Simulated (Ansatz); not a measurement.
# GePt (Pnma): a Bloch–Grüneisen fit of the computed resistivity

Wanted: a compact model of ρ(T) for GePt (Pnma) and a check of it.

The resistivities were computed with Ansatz 0.2.0 (DFT PBE, scalar-relativistic, plane waves, PAW; PAW set soft_1) from the linearised Boltzmann equation with harmonic phonons, on q 2×4×2, k 6×8×6, scattering 12×16×8; the fit below is done by hand on them.

## (1) What is given

Symmetry: Pnma, No. 62, orthorhombic system. The conventional cell has a = 5.811 Å, b = 3.768 Å, c = 6.163 Å, α = 90.00°, β = 90.00°, γ = 90.00°. Ge on site c has 6 Pt at 2.51 to 2.71 Å as nearest neighbours. Pt on site c is surrounded by 6 Ge at 2.51 to 2.71 Å.

This is the relaxed cell of the run, from steps not shown here.

The mean resistivity of the three axes from 50 to 800 K, with one row held back; the colder rows stay outside the fit and test it at the end:

| T (K) | ρ (μΩ cm) |
| --- | --- |
| 50 | 2.605 |
| 80 | 5.682 |
| 100 | 7.698 |
| 150 | 12.57 |
| 200 | 17.28 |
| 273 | 24.03 |
| 300 | 26.51 |
| 400 | ? |
| 500 | 44.81 |
| 600 | 54.00 |
| 800 | 72.58 |

No spin–orbit coupling, which matters for Pt.

## (2) Model and fit

Bloch and Grüneisen's form is ρ(T) = A (T/Θ)⁵ J₅(Θ/T), with J₅(z) the integral of x⁵/((eˣ − 1)(1 − e⁻ˣ)) from 0 to z. It goes as T⁵ far below Θ and as A T/(4Θ) far above. For a trial Θ the best A is the geometric mean of ρ/[(T/Θ)⁵ J₅] over the rows, and the scatter of that ratio measures the fit:

| Θ (K) | A (μΩ cm) | scatter (%) |
| --- | --- | --- |
| 100 | 33.64 | 10.1 |
| 132 | 45.73 | 5.6 |
| 150 | 52.99 | 2.8 |
| 166 | 59.76 | 0.6 |
| 182 | 66.88 | 3.1 |
| 208 | 79.25 | 8.3 |
| 248 | 100.5 | 17.0 |

The scatter is least at Θ = 166 K, with A = 59.76 μΩ cm (0.6 % r.m.s.).

| T (K) | computed | fit |
| --- | --- | --- |
| 50 | 2.605 | 2.583 |
| 80 | 5.682 | 5.722 |
| 100 | 7.698 | 7.753 |
| 150 | 12.57 | 12.62 |
| 200 | 17.28 | 17.33 |
| 273 | 24.03 | 24.07 |
| 300 | 26.51 | 26.55 |
| 500 | 44.81 | 44.73 |
| 600 | 54.00 | 53.77 |
| 800 | 72.58 | 71.83 |

## (3) The row held back

At T = 400 K, Θ/T = 0.415, J₅ = 0.007345 and (T/Θ)⁵ = 81.24, so the fit gives 35.66 μΩ cm. The computed value is 35.66 μΩ cm: the fit is off by -0.00 %. Outside its range, at 20 K, it gives 0.159 against 0.189 μΩ cm computed, 0.84 times that; at that temperature the run's own test moves by 17 % between meshes in the component that moves most. Among the rows used, the largest miss is -1.0 %, at 800 K.

## (4) What the two numbers mean

Θ = 166 K is 1.44 times ħω_log/k_B (115 K) and 0.48 of the highest phonon frequency (347 K). The high-temperature slope of the fit, A/(4Θ), is 0.0900 μΩ cm/K. The same slope from the run's transport coupling and plasma energy, 2π k_B λ_tr/(ħ ε₀ ω_p²) with λ_tr = 0.458, 0.374, 0.387 (xx, yy, zz) and ħω_p = 4.03, 4.66, 4.07 (xx, yy, zz) eV, is 0.0923 μΩ cm/K in the mean of the axes, +2.6 % from it. For comparison, the computed rows rise by 0.0929 μΩ cm/K between the two hottest.

## (5) Outcome

```
Θ                                            : 166 K
A                                            : 59.76 μΩ cm
scatter of the fit                           : 0.6 %
held-back row at 400 K, fit against computed : 35.66 against 35.66 μΩ cm
```

What this shows: Two numbers, Θ = 166 K and A = 59.8 μΩ cm, hold the computed ρ(T) from 50 to 800 K within 0.58 % r.m.s. and predict the held-back row within 0.01 %. At 20 K, outside the rows fitted, it gives 0.84 times the computed value. By the run's own test the resistivity at 300 K moves by 10 % between its two finest scattering meshes, in the component that moves most. The mean hides an anisotropy: at 300 K the components are 32.4, 19.9, 27.2 (xx, yy, zz) μΩ cm. Spin–orbit coupling is left out. The relaxed volume lies +4.9 % from the database entry, whose temperature is not recorded here; volume shifts the phonons and ρ. The fit describes the calculation: impurities, thermal expansion, changes of phase and anharmonicity are in neither.

[Logs are printed without paths, hosts, clocks, repeated set-up lines and the standing remarks that a program may print on its own settings, such as how far it seeks lower states.]

[Hosts, paths, dates, database ids (printed as entryN), source tags and the programs' standing remarks are cut or masked in the printed files.]
